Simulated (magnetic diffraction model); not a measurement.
**CeMnS3 below its ordering temperature**

Space group P6_3/mmc (no. 194), a = 4.4170 Å, c = 13.6550 Å.

```
site  atom    x    y       z
  2a    Ce    0    0     1/2
  2c    Mn  2/3  1/3     3/4
  4f     S  2/3  1/3  0.9146
  2b     S    0    0     3/4
```

The compound is invented for this exercise: a known structure type with other elements, its cell scaled to their sizes and not relaxed.

Only Mn is taken to order (form factors of Mn2+); orders and moment sizes are assumed, and not adapted to the symmetry. Radiation: neutrons of λ = 2.36 Å, 8° to 75°; isotropic B of 0.41 Å² (Ce), 0.61 Å² (Mn) and 0.8 Å² (S). The intensities are simulated: I ∝ L Σ (|F_N|² + |F_M⊥|²) for unpolarised neutrons, with F_M = 2.695 fm/μB × Σ f(s) S exp(2πi Q·r) exp(−B s²) at Q = H ± k (one set where k and −k are equivalent), only the part normal to Q counting and L = 1/(sin²θ cos θ). For collinear order S is the moment m, which repeats by lattice and centring translations R with the sign exp(−2πi k·R). Form factors are spin-only for 3d ions and dipole or tabulated for f ions, scattering lengths are Sears's of 1992, and absorption is left out. A label names one of the reflections at its angle. The strongest nuclear line in the range is 100, and lines under 0.2 are left out.

Above the ordering temperature:

| 2θ (°) | index | I |
| --- | --- | --- |
| 19.91 | (0 0 2) | 64.9 |
| 35.94 | (1 0 0) | 39.5 |
| 37.37 | (1 0 1) | 0.8 |
| 41.41 | (1 0 2) | 1.9 |
| 47.52 | (1 0 3) | 69.4 |
| 55.20 | (1 0 4) | 100.0 |
| 64.13 | (1 0 5) | 0.7 |
| 64.59 | (1 1 0) | 29.1 |
| 68.33 | (1 1 2) | 41.7 |
| 74.22 | (1 0 6) | 4.7 |

Below it (cell unchanged):

```tsv
2θ (°)	I
17.75	28.6
19.91	64.9
20.37	137.2
26.79	27.0
30.99	10.7
35.12	44.0
35.94	39.5
37.11	25.7
37.37	0.8
41.41	1.9
44.48	8.0
47.52	69.4
48.17	3.6
49.31	20.8
51.81	15.5
52.61	6.2
54.62	13.3
55.12	6.7
55.20	100.0
57.82	15.4
59.20	11.1
64.13	0.7
64.59	29.1
64.66	3.9
65.50	2.5
67.58	0.7
68.33	41.7
68.50	4.0
70.56	6.7
71.23	1.4
71.36	6.5
72.93	8.4
74.22	4.7
```

**Question.** Check that the new lines index with k = (1/2 1/2 0), then choose among these models:
A. collinear moments along [120], 4.5 μB on Mn; signs + at (2/3, 1/3, 3/4), − at (1/3, 2/3, 1/4)
B. collinear moments along [100], 4.5 μB on Mn; signs + at (2/3, 1/3, 3/4), + at (1/3, 2/3, 1/4)
C. collinear moments along [100], 4.5 μB on Mn; signs + at (2/3, 1/3, 3/4), − at (1/3, 2/3, 1/4)
D. collinear moments along [120], 4.5 μB on Mn; signs + at (2/3, 1/3, 3/4), + at (1/3, 2/3, 1/4)

The new lines index as (1/2 -1/2 0) at 17.75°, (1/2 -1/2 1) at 20.37°, (1/2 -1/2 2) at 26.79° and (1/2 1/2 0) at 30.99°, that is as H ± k with k = (1/2 1/2 0), one of 3 inequivalent arms of its star (k and −k counted as one), which a powder can't tell apart. Half indices mean that the moments reverse under translations with k·R a half-integer, and the magnetic cell has twice the primitive volume.

Magnetic intensity, observed (below minus above) and for each model:

| 2θ (°) | index | observed | A | B | C | D |
| --- | --- | --- | --- | --- | --- | --- |
| 17.75 | (1/2 -1/2 0) | 28.6 | 85.7 | 9.5 | 28.6 | 28.6 |
| 20.37 | (1/2 -1/2 1) | 137.2 | 45.7 | 72.7 | 24.2 | 137.2 |
| 26.79 | (1/2 -1/2 2) | 27.0 | 81.0 | 20.3 | 60.8 | 27.0 |
| 30.99 | (1/2 1/2 0) | 10.7 | <0.2 | 32.2 | <0.2 | 10.7 |
| 32.61 | (1/2 1/2 1) | <0.2 | 24.3 | <0.2 | 58.5 | <0.2 |
| 35.12 | (1/2 -1/2 3) | 44.0 | 14.7 | 37.9 | 12.6 | 44.0 |
| 37.11 | (1/2 1/2 2) | 25.7 | <0.2 | 44.9 | <0.2 | 25.7 |
| 43.71 | (1/2 1/2 3) | <0.2 | 21.6 | <0.2 | 30.6 | <0.2 |

Model D matches.

The structure used: k = (1/2 1/2 0), collinear moments along [120], 4.5 μB on Mn; signs + at (2/3, 1/3, 3/4), + at (1/3, 2/3, 1/4).

[Logs are printed without paths, hosts, clocks, repeated set-up lines and the standing remarks that a program may print on its own settings, such as how far it seeks lower states.]
